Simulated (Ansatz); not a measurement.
## A hypothetical structure for Tl3Si

This structure for Tl3Si is made up. Its elements were placed in a known structure type with a cell scaled to their sizes. What cell does the guess relax to, and how far off was it?

Main program and level: Ansatz 0.2.0; DFT, r2SCAN, plane-wave PAW, files of the set soft_1, scalar-relativistic, no spin, cell and ions relaxed at zero pressure; PAW set soft_1, in the first sound run; inputs show where later runs differ.

### Step 1. The structure

The structure is cubic, space group Pm-3m (No. 221). The conventional cell has a = 4.760 Å, b = 4.760 Å, c = 4.760 Å, α = 90.00°, β = 90.00°, γ = 90.00°. Nearest to Tl lie 8 Tl at 3.37 Å and 4 Si at 3.37 Å. Si has 12 Tl at 3.37 Å nearest. Farther neighbours are not listed.

As a file:

```cif
data_structure
_symmetry_space_group_name_H-M 'Pm-3m'
_symmetry_Int_Tables_number 221
_cell_length_a 4.7600
_cell_length_b 4.7600
_cell_length_c 4.7600
_cell_angle_alpha 90.000
_cell_angle_beta 90.000
_cell_angle_gamma 90.000
_cell_volume 107.85
loop_
_atom_site_label
_atom_site_type_symbol
_atom_site_symmetry_multiplicity
_atom_site_Wyckoff_symbol
_atom_site_fract_x
_atom_site_fract_y
_atom_site_fract_z
_atom_site_occupancy
Tl1 Tl 3 c 0.50000 0.50000 0.00000 1
Si1 Si 1 a 0.00000 0.00000 0.00000 1
```

### Step 2. Relaxing cell and atoms

The guessed cell has no reason to be at equilibrium. It is relaxed with the atoms, within the space group of the guess.

Input file input.yaml:

```yaml
crystal:
  lattice:
    - [4.76, 0.0, 0.0]
    - [0.0, 4.76, 0.0]
    - [0.0, 0.0, 4.76]
  atoms:
    - { symbol: Tl, position: [0.5, 0.5, 0.0] }
    - { symbol: Tl, position: [0.5, 0.0, 0.5] }
    - { symbol: Tl, position: [0.0, 0.5, 0.5] }
    - { symbol: Si, position: [0.0, 0.0, 0.0] }
kpoints:
  mp_grid: { grid: [6, 6, 6] }
scf:
  occupations: { method: fermi_dirac, width: 0.05 }
hamiltonian:
  xc: r2scan
  pseudopotentials: { kind: paw, azcp: { folder: soft_1 } }
relax:
  f_tol: 0.015
  max_steps: 70
  cell: {}
output:
  forces: true
  stress: true
```

The run is started by

```
$ ansatz run input.yaml --threads 4 --pin off --max-ram 8192MiB --backend cpu --events-out ev --progress --plain --runs-dir out
```

Numbers of over 12 decimals in the logs are rounded to 6 here.

The log of the run:

```text
Engine: ansatz 0.2.0, x86_64-unknown-linux-gnu
Pseudopotentials: kind: paw
Pseudopotential: Tl, paw, valence charge 13, recommended cutoff 500 eV (meta_gga), soft_1/Tl.paw.azcp
Pseudopotential: Si, paw, valence charge 4, recommended cutoff 500 eV (meta_gga), soft_1/Si.paw.azcp
Functional definition: r2SCAN
  parameter k0 = 0.174
  parameter k1 = 0.065
  parameter a1 = 4.9479
  exchange = r2scan_x(k0 = k0, k1 = k1, a1 = a1)
  correlation = r2scan_c
Crystal: 4 atoms, lattice volume = 107.850 Å³
Basis set: ecut = 500 eV, 2777 PW (Γ), exchange–correlation on 144×144×144 points (64 copies of the dense FFT grid, shifted against one another)
Bands: 26, of which v1, the nominal top of the filled ones, is band 22 counted from 1 (21 counted from 0)
Symmetry: 48 space group operations
Space group: Pm-3m (ITA 221), of the structure as read, at distance tolerance 4.8e-5 Å
k-points: 20 of 216
Non-local potential: Tl, projectors of the file, l = 0: 2, l = 1: 2, l = 2: 2, l = 3: 1
Non-local potential: Si, projectors of the file, l = 0: 2, l = 1: 2, l = 2: 1
PAW form: soft (Blöchl's): semilocal exchange-correlation on the pseudo side does not see the compensation charge
PAW frozen core: Tl, regenerated for the run's functional (the file was generated under x = pbe(κ = 0.804, μ = 0.219515), c = pbe(β = 0.066725))
PAW frozen core: Si, regenerated for the run's functional (the file was generated under x = pbe(κ = 0.804, μ = 0.219515), c = pbe(β = 0.066725))
PAW one-centre angular grid: Tl, 590 points (default); XC on 160 Gauss nodes
PAW one-centre angular grid: Si, 302 points (default); XC on 160 Gauss nodes
Initial density: superposition of atomic densities (chi_scale 0.1, normalization cell, long waves kept (reshape's long-wave potential 0.00 eV rms))
Initial wavefunctions: pseudopotential atomic-orbital guess
Functional: x = r2scan, c = r2scan; τ floored in thin density (d = 2e-4 eV/Å³)
iter 1 solved again at ethr=2.87e-4 eV; its pass at ethr=3.10e-3 eV (dr2=1.23e-1 eV) is discarded
SCF iter   1: F=—  HF=-35018.730899 eV  |F-HF|=—  |Δ(HF+E_count)|=         —  Δρ=9.13e-3  dr2=1.24e-1  dr2_τ=1.45e-3  ethr=2.87e-4  ⟨swp⟩=1.0  Hψ=3139  notcnv=0
preconditioner: auto → Resta (q_TF=auto, 2.341 Å⁻¹)  ε∞=4.9  [insulator: Δε(μ)=0.178 eV  Ē_g=11.912 eV  σ=0.050 eV  W_gap=0.71  n_scr=26 (ndim 8)  ℏωp=23.4 eV  f_vac=0.000  D(μ)=1.40/eV (n_scr^D=6)  ε∞_Penn≈4.9]
SCF iter   2: F=—  HF=-35018.734237 eV  |F-HF|=—  |Δ(HF+E_count)|=   3.34e-3  Δρ=5.89e-3  dr2=4.45e-2  dr2_τ=4.11e-4  ethr=2.87e-4  ⟨swp⟩=2.1  Hψ=619  notcnv=0
SCF iter   3: F=—  HF=-35018.743168 eV  |F-HF|=—  |Δ(HF+E_count)|=   8.93e-3  Δρ=1.02e-3  dr2=1.68e-3  dr2_τ=6.97e-5  ethr=1.03e-4  ⟨swp⟩=2.0  Hψ=750  notcnv=0
SCF iter   4: F=—  HF=-35018.743808 eV  |F-HF|=—  |Δ(HF+E_count)|=   6.39e-4  Δρ=3.18e-4  dr2=9.43e-5  dr2_τ=2.71e-6  ethr=3.90e-6  ⟨swp⟩=2.5  Hψ=950  notcnv=0
SCF iter   5: F=—  HF=-35018.744006 eV  |F-HF|=—  |Δ(HF+E_count)|=   1.98e-4  Δρ=8.51e-5  dr2=5.79e-6  dr2_τ=1.25e-7  ethr=2.19e-7  ⟨swp⟩=2.1  Hψ=900  notcnv=0
SCF iter   6: F=—  HF=-35018.744022 eV  |F-HF|=—  |Δ(HF+E_count)|=   1.64e-5  Δρ=1.25e-5  dr2=2.63e-7  dr2_τ=1.80e-9  ethr=1.35e-8  ⟨swp⟩=2.0  Hψ=954  notcnv=0
SCF iter   7: F=-35018.744023 eV  HF=-35018.744023 eV  |F-HF|=6.34e-9  |Δ(HF+E_count)|=   3.53e-7  Δρ=2.92e-6  dr2=1.22e-8  dr2_τ=1.36e-10  ethr=2.33e-10  ⟨swp⟩=4.7  Hψ=1933  notcnv=0
SCF 1 converged in 7 iterations: F = -35018.744023 eV  dr2 = 1.22e-8
  greatest PAW one-centre occupation: 0.961 electrons in one spin orbital (limit 2), on the Tl atom at site 0 (counted from 0), in its partial waves of l = 2
relax step   1: F+E_penalty+E_count = -35018.74402262 eV  Δ(F+E_penalty+E_count) = +0.000e0 eV  max|allowed force component| = 3.128e-29 eV/Å  Δτ_max = 0.0000 Å  P = -0.086 GPa  Ω = 107.850 Å³  (7 SCF iters, dr2 threshold 1.00e-7 eV, accepted)
Crystal: 4 atoms, lattice volume = 107.614 Å³
Initial density: handed on by an earlier stage of this run
Initial wavefunctions: those handed on with the density
iter 1 solved again at ethr=1.83e-8 eV; its pass at ethr=3.10e-3 eV (dr2=7.88e-6 eV) is discarded
SCF iter   1: F=—  HF=-35018.743814 eV  |F-HF|=—  |Δ(HF+E_count)|=         —  Δρ=6.66e-5  dr2=8.34e-6  dr2_τ=6.21e-5  ethr=1.83e-8  ⟨swp⟩=2.4  Hψ=2786  notcnv=0
preconditioner: auto → Resta (q_TF=auto, 2.341 Å⁻¹)  ε∞=4.8  [insulator: Δε(μ)=0.201 eV  Ē_g=12.066 eV  σ=0.050 eV  W_gap=0.76  n_scr=26 (ndim 8)  ℏωp=23.5 eV  f_vac=0.000  D(μ)=1.22/eV (n_scr^D=6)  ε∞_Penn≈4.8]
SCF iter   2: F=—  HF=-35018.744093 eV  |F-HF|=—  |Δ(HF+E_count)|=   2.79e-4  Δρ=4.04e-5  dr2=6.06e-6  dr2_τ=8.49e-8  ethr=1.83e-8  ⟨swp⟩=2.0  Hψ=962  notcnv=0
SCF iter   3: F=—  HF=-35018.744092 eV  |F-HF|=—  |Δ(HF+E_count)|=   8.66e-7  Δρ=2.60e-5  dr2=2.28e-6  dr2_τ=8.02e-9  ethr=1.41e-8  ⟨swp⟩=1.1  Hψ=523  notcnv=0
SCF iter   4: F=—  HF=-35018.744091 eV  |F-HF|=—  |Δ(HF+E_count)|=   4.66e-7  Δρ=7.00e-6  dr2=1.37e-7  dr2_τ=1.01e-9  ethr=5.31e-9  ⟨swp⟩=2.0  Hψ=632  notcnv=0
SCF iter   5: F=—  HF=-35018.744091 eV  |F-HF|=—  |Δ(HF+E_count)|=   7.32e-9  Δρ=4.23e-6  dr2=5.99e-8  dr2_τ=1.58e-10  ethr=3.18e-10  ⟨swp⟩=1.4  Hψ=541  notcnv=0
SCF iter   6: F=-35018.744091 eV  HF=-35018.744091 eV  |F-HF|=5.67e-9  |Δ(HF+E_count)|=   9.09e-9  Δρ=1.59e-6  dr2=8.50e-9  dr2_τ=1.98e-11  ethr=4.25e-11  ⟨swp⟩=3.0  Hψ=1680  notcnv=0
SCF 2 converged in 6 iterations: F = -35018.744091 eV  dr2 = 8.50e-9
  greatest PAW one-centre occupation: 0.961 electrons in one spin orbital (limit 2), on the Tl atom at site 1 (counted from 0), in its partial waves of l = 2
relax step   2: F+E_penalty+E_count = -35018.74409137 eV  Δ(F+E_penalty+E_count) = -6.874e-5 eV  max|allowed force component| = 2.350e-30 eV/Å  Δτ_max = 0.0000 Å  P = +0.002 GPa  Ω = 107.614 Å³  energy of the carried Pulay correction = +6.874e-6 eV  (6 SCF iters, dr2 threshold 1.83e-8 eV, accepted)
Initial wavefunctions: pseudopotential atomic-orbital guess (no wavefunctions were taken with the density)
iter 1 solved again at ethr=3.03e-8 eV; its pass at ethr=3.10e-3 eV (dr2=1.30e-5 eV) is discarded
SCF iter   1: F=—  HF=-35018.744091 eV  |F-HF|=—  |Δ(HF+E_count)|=         —  Δρ=1.63e-6  dr2=8.60e-9  dr2_τ=1.71e-10  ethr=3.03e-8  ⟨swp⟩=3.2  Hψ=4094  notcnv=0
preconditioner: auto → Resta (q_TF=auto, 2.341 Å⁻¹)  ε∞=4.8  [insulator: Δε(μ)=0.200 eV  Ē_g=12.067 eV  σ=0.050 eV  W_gap=0.75  n_scr=26 (ndim 8)  ℏωp=23.5 eV  f_vac=0.000  D(μ)=1.22/eV (n_scr^D=6)  ε∞_Penn≈4.8]
SCF iter   2: F=—  HF=-35018.744085 eV  |F-HF|=—  |Δ(HF+E_count)|=   5.24e-6  Δρ=8.04e-7  dr2=1.23e-9  dr2_τ=1.59e-11  ethr=2.00e-11  ⟨swp⟩=2.2  Hψ=983  notcnv=0
SCF iter   3: F=—  HF=-35018.744085 eV  |F-HF|=—  |Δ(HF+E_count)|=  3.64e-11  Δρ=2.04e-7  dr2=5.85e-11  dr2_τ=7.49e-12  ethr=2.86e-12  ⟨swp⟩=3.0  Hψ=978  notcnv=0
SCF iter   4: F=-35018.744085 eV  HF=-35018.744085 eV  |F-HF|=1.46e-11  |Δ(HF+E_count)|=  5.82e-11  Δρ=1.02e-7  dr2=1.02e-11  dr2_τ=1.55e-13  ethr=1.00e-12  ⟨swp⟩=4.0  Hψ=1599  notcnv=0
SCF 3 converged in 4 iterations: F = -35018.744085 eV  dr2 = 1.02e-11
relax step   3: F+E_penalty+E_count = -35018.74408528 eV  Δ(F+E_penalty+E_count) = +6.084e-6 eV  max|allowed force component| = 4.994e-30 eV/Å  Δτ_max = 0.0000 Å  P = +0.002 GPa  Ω = 107.614 Å³  stress off target by 1.82e-3 GPa  SCF on the basis re-selected at this cell (its energy is not comparable with the rows above)  (4 SCF iters)
basis re-selected at this cell: Δ(F+E_penalty+E_count) = +6.084e-6 eV, ΔP = +0.000 GPa vs the last step (what re-selecting the basis moved, of the pressure what is left beyond the Pulay correction that the steps carried, after the strain that the cell walked since its last selection, with what the two solves' SCF thresholds leave and, on support functions, any second-order correction that the steps lacked; it is no m [...]
SCF converged after 4 iterations
Free energy (F): -35018.744085 eV
Harris-Foulkes:  -35018.744085 eV  (|F-HF|=1.46e-11)
Internal energy: -35018.732477 eV  (E = F + TS)
E sigma→0 (E₀):  -35018.738281 eV
Entropy (-TS):   -0.011608 eV (-2.902 meV/atom)
Fermi energy:    9.497768 eV
--- Per-component energies (eV) ---
  E_band       = -6.998029
  E_kinetic    = 835.499702
  E_local      = -2720.824970  (includes V_loc(G=0)·N_el)
  E_nonlocal   = 970.132276
  E_hartree    = 1036.125355
  E_xc         = -573.224263
  E_vxc        = -452.129600  (∫ρ·V_xc dr)
  E_paw        = -31154.137263  (= ΣΔE_a)
  E_vpaw       = -742.474016  (= ΣTr[D̂ρ^β])
  E_aug_tail   = -0.000032  (compensation charges beyond the density's cutoff)
  E_vtau       = 30.547965  (kinetic-family band-sum trace: ∫τ·v_τ [+ j·A + Jᵃ·Aᵃ] dr)
  E_ewald      = -3415.345510
  E_core_change = 3.042227  (= ΣΔE_core)
  E_smearing   = -0.011608  (= −TS)
  E_closure    = 0.000000  (closes the sum)
  Σ components = -35018.744085   (vs F -35018.744085, Δ=0.00e0)
--- Forces (eV/Å), atoms counted from 1 ---
  atom   1  Tl    -0.00000000    -0.00000000     0.00000000
  atom   2  Tl    -0.00000000     0.00000000    -0.00000000
  atom   3  Tl     0.00000000    -0.00000000     0.00000000
  atom   4  Si     0.00000000    -0.00000000    -0.00000000
  max |Σ_I F_I| component: 5.27e-30 eV/Å
--- Stress (GPa, compression-positive) ---
        0.001821      -0.000000      -0.000000
       -0.000000       0.001821      -0.000000
       -0.000000      -0.000000       0.001821
  P = ⅓ Tr σ = 0.0018 GPa (0.018 kbar)
--- Relaxed structure (2 steps of the walk, 2 accepted, 1 SCFs on fresh bases) ---
  F+E_penalty+E_count = -35018.74408528 eV   max|allowed force component| = 4.994e-30 eV/Å   (the final SCF, on the basis selected at the relaxed cell)
  cell:  # Å, volume = 107.6142 Å³
    - [4.756525, 0, 0]
    - [0, 4.756525, 0.0]
    - [0, 0.0, 4.756525]
  atoms:
    - { symbol: Tl, position: [0.5, 0.5, 0] }
    - { symbol: Tl, position: [0.5, 0, 0.5] }
    - { symbol: Tl, position: [0, 0.5, 0.5] }
    - { symbol: Si, position: [0, 0, 0] }
```

The job ended after 3.8 s (4 threads of Intel Xeon Platinum 8488C (Sapphire Rapids), shared host; peak memory 0.76 GiB).

Little changed from the start: no atom moved by 0.005 Å and no cell edge by 0.1 %.

This step gave:

```yaml
free_energy: -35018.7441 eV
energy_at_zero_smearing: -35018.7383 eV
smearing_term_ts: 0.01161 eV
fermi_energy: 9.498 eV
electrons: 43
symmetry_operations: 48
pressure: 0.001821 GPa
```

The shortest distance of each pair, which need not be the same contact before and after:

```csv
pair,guess (Å),relaxed (Å)
Si–Tl,3.366,3.363
Tl–Tl,3.366,3.363
Si–Si,4.760,4.757
```

### Step 3. Bands of the relaxed cell

A second self-consistent run takes a narrower smearing and the mesh shown in its input; the bands follow along the standard path of the relaxed lattice.

This step: DFT, r2SCAN, plane-wave PAW, files of the set soft_1, scalar-relativistic, no spin, bands and density of states at the relaxed cell; PAW set soft_1 (Ansatz 0.2.0).

Input file input.yaml:

```yaml
crystal:
  lattice:
    - [4.7565252032, 0.0, 0.0]
    - [0.0, 4.7565252032, 0.0]
    - [0.0, 0.0, 4.7565252032]
  atoms:
    - { symbol: Tl, position: [0.5, 0.5, 0.0] }
    - { symbol: Tl, position: [0.5, 0.0, 0.5] }
    - { symbol: Tl, position: [0.0, 0.5, 0.5] }
    - { symbol: Si, position: [0.0, 0.0, 0.0] }
kpoints:
  mp_grid: { grid: [8, 8, 8] }
  band_path:
    path:
      - [[0.0, 0.0, 0.0], [0.0, 0.5, 0.0], [0.5, 0.5, 0.0], [0.0, 0.0, 0.0], [0.5, 0.5, 0.5], [0.0, 0.5, 0.0]]
      - [[0.5, 0.5, 0.0], [0.5, 0.5, 0.5]]
    npoints: 13
scf:
  occupations: { method: fermi_dirac, width: 0.03 }
  n_extra_bands: 8
hamiltonian:
  xc: r2scan
  pseudopotentials: { kind: paw, azcp: { folder: soft_1 } }
output:
  forces: true
  stress: true
  write_bands: true
  dos: { projected: true }
  write_density: true
  write_potential: true
  elf: true
  volumetric_format: npy
```

The log of the run:

```text
[...]
Crystal: 4 atoms, lattice volume = 107.614 Å³
Basis set: ecut = 500 eV, 2777 PW (Γ), exchange–correlation on 144×144×144 points (64 copies of the dense FFT grid, shifted against one another)
Bands: 30, of which v1, the nominal top of the filled ones, is band 22 counted from 1 (21 counted from 0)
[... 1 set-up line as in the run before ...]
[...]
k-points: 35 of 512
[...]
SCF iter   8: F=-35018.736027 eV  HF=-35018.736027 eV  |F-HF|=1.70e-8  |Δ(HF+E_count)|=   2.13e-7  Δρ=2.51e-6  dr2=5.19e-9  dr2_τ=1.05e-10  ethr=2.33e-10  ⟨swp⟩=10.3  Hψ=7095  notcnv=0
SCF 1 converged in 8 iterations: F = -35018.736027 eV  dr2 = 5.19e-9
[...]
NSCF: frozen V_eff on 80 k-points
SCF converged after 8 iterations
Free energy (F): -35018.736027 eV
[...]
Internal energy: -35018.730878 eV  (E = F + TS)
E sigma→0 (E₀):  -35018.733453 eV
Entropy (-TS):   -0.005149 eV (-1.287 meV/atom)
Fermi energy:    9.565599 eV
[...]
--- Stress (GPa, compression-positive) ---
       -0.226040      -0.000000       0.000000
        0.000000      -0.226040       0.000000
        0.000000       0.000000      -0.226040
  P = ⅓ Tr σ = -0.2260 GPa (-2.260 kbar)
--- Band table (eV; the first three rows and the last of 35) ---
  k-point 0: bands = [... 18 lower, 5.9565, 7.1689, 7.1689, 7.1689, 12.3369, 12.3369, 12.3369, 14.3970, ... 4 higher]
  k-point 1: bands = [... 18 lower, 5.9917, 7.3141, 7.3141, 8.3904, 12.1238, 12.1640, 12.1640, 13.6189, ... 4 higher]
  k-point 2: bands = [... 18 lower, 6.0832, 7.7335, 7.7335, 10.0487, 11.4706, 11.4706, 11.8684, 12.5259, ... 4 higher]
  k-point 34: bands = [... 18 lower, 3.9629, 6.0858, 6.0858, 6.0858, 6.4133, 15.3505, 15.3505, 15.3505, ... 4 higher]
```

Wall time 4.1 s (4 threads); peak memory 0.78 GiB; 15 s of CPU time.

This step gave:

* free energy: -35018.7360 eV
* energy at zero smearing: -35018.7335 eV
* smearing term TS: 0.005149 eV
* Fermi energy: 9.566 eV
* pressure: -0.2260 GPa

From bands.tsv, the bands that come nearest the Fermi level along the path, at its corners, in eV from the Fermi level:

```tsv
point	band 19	band 20	band 21	band 22	band 23	band 24	band 25	band 26
Γ	-3.61	-2.40	-2.40	-2.40	2.77	2.77	2.77	4.83
X	-3.33	-0.66	-0.66	0.25	0.25	1.12	1.92	4.71
M	-6.72	0.43	0.43	0.48	0.57	1.34	2.26	2.26
Γ	-3.61	-2.40	-2.40	-2.40	2.77	2.77	2.77	4.83
R	-5.60	-3.48	-3.48	-3.48	-3.15	5.78	5.78	5.78
X	-3.33	-0.66	-0.66	0.25	0.25	1.12	1.92	4.71
M	-6.72	0.43	0.43	0.48	0.57	1.34	2.26	2.26
R	-5.60	-3.48	-3.48	-3.48	-3.15	5.78	5.78	5.78
```

Counts of states for the cell as run, both spins, by energy window (eV from the Fermi level):

```csv
from,to,total
-8,-7,1.27
-7,-6,1.23
-6,-5,1.99
-5,-4,1.45
-4,-3,0.39
-3,-2,0.71
-2,-1,2.23
-1,0,2.06
0,1,1.90
1,2,1.71
2,3,2.21
3,4,2.45
4,5,2.83
```

A further 31.7 states lie below the table's range.

ELF in the ac plane at fractional y = 0.000, with atoms of Tl and Si within 0.2 Å of it. It is the smooth field of the valence electrons, not physical close to the nuclei.

Ten even steps from '_' (0.04) to '@' (0.79), each cell a mean:
```
%%%%@@@@++::______--##@@@@##
%%@@@@%%==........::++@@@@@@
@@@@%%++::::::::::::--##@@@@
####++::::--======--::--++##
--::::::--====--====--::::--
__....--==--..__::====::..__
____..--==::______--==::..__
____..--==--____..====::..__
::....::====--::--==--::..::
**++--::--========--::::==++
@@@@##==::::------::::++%%@@
@@@@@@##--........::++%%@@@@
%%%%@@@@++..____..::##@@@@%%
@@%%@@@@**::______--##@@%%%%
```
Columns run along a (4.8 Å), rows up along c (4.8 Å). Atoms in or near the plane, at fractional coordinates: Tl at (0.50, 0.50), Si at (0.00, 0.00).

Electrostatic potential energy in the ac plane at fractional y = 0.000, with atoms of Tl and Si within 0.2 Å of it. With pseudopotentials it is smooth inside the atoms' cores, unlike the true potential.

Values in eV, 14 rows by 14 columns, each cell a mean:
```
-13 -24 -12   6  11  12  13  13  13  12  10   0 -20 -21
-23 -16  -1   8  11  12  12  12  12  12  11   6  -7 -20
 -2   3   7  10  11  11  10   9  10  11  11   9   6   0
  9  10  11  11  10   6   2   0   3   8  10  11  11  10
 12  12  12  10   4  -9 -22 -25 -17  -3   8  11  12  12
 13  13  12   8  -4 -25 -33 -33 -31 -17   3  10  12  13
 13  13  11   7 -10 -31 -32 -31 -33 -25   0   9  12  13
 13  13  11   8  -7 -29 -33 -32 -33 -22   2  10  12  13
 13  12  12   9   1 -16 -29 -31 -25  -9   6  11  12  12
 11  11  11  11   8   1  -7 -10  -4   4  10  11  11  11
  5   7   9  11  11   9   8   7   8  10  11  10   8   6
-16  -8   3   9  11  12  11  11  12  12  11   7  -1 -12
-21 -24  -8   7  11  12  13  13  13  12  10   3 -16 -24
  2 -21 -16   5  11  13  13  13  13  12   9  -2 -23 -13
```
Columns run along a (4.8 Å; values clipped at the 3rd and 97th percentile), rows up along c (4.8 Å). Atoms in or near the plane, at fractional coordinates: Tl at (0.50, 0.50), Si at (0.00, 0.00).

Valence density in the ac plane at fractional y = 0.000, with atoms of Tl and Si within 0.2 Å of it. It is the smooth field of the valence electrons, not physical close to the nuclei.

Ten steps, logarithmic in the rise over the least value, from '0' (0.0 e/Å³) to '9' (6.4 e/Å³), each cell a mean:
```
23321000012332
33321100011333
33221122111233
22112344322112
11123577652111
00125789863100
00135899974200
00125799874200
00124678753110
11112455532111
32211223221222
33321111111233
33321000012333
23331000012332
```
Columns run along a (4.8 Å), rows up along c (4.8 Å). Atoms in or near the plane, at fractional coordinates: Tl at (0.50, 0.50), Si at (0.00, 0.00).

### Step 4. What came out

```json
{
 "space group, relaxed": "Pm-3m",
 "conventional cell": "a = 4.757, b = 4.757, c = 4.757 Å; α = 90.0°, β = 90.0°, γ = 90.0°",
 "volume per atom": "26.90 Å³ (guess 26.96)"
}
```

In words: Tl3Si relaxes to Pm-3m with a = 4.757, b = 4.757 and c = 4.757 Å. The guessed volume was near the relaxed one. The space group Pm-3m was held in the relaxation, so the end point is a stationary structure within it and may be a saddle against distortions or other arrangements. Bands cross the Fermi level, so it is a metal or semimetal at this level. The electron count is odd, which forces that without spin polarisation or a larger cell. On the 8×8×8 mesh with the narrower smearing (relaxed on 6×6×6) the forces vanish, as symmetry may demand, and the largest stress component is 0.226 GPa, against the relaxation's thresholds of 0.015 eV/Å and 0.05 GPa. The cutoff wasn't tested. Spin-orbit coupling is left out, which can matter for elements this heavy. No dispersion term is used, so weakly bound directions may come out too long. Nothing here tests whether the compound is stable against decomposition.

[Logs are printed without paths, hosts, clocks, repeated set-up lines and the standing remarks that a program may print on its own settings, such as how far it seeks lower states.]

[Hosts, paths, dates, database ids (printed as entryN), source tags and the programs' standing remarks are cut or masked in the printed files.]
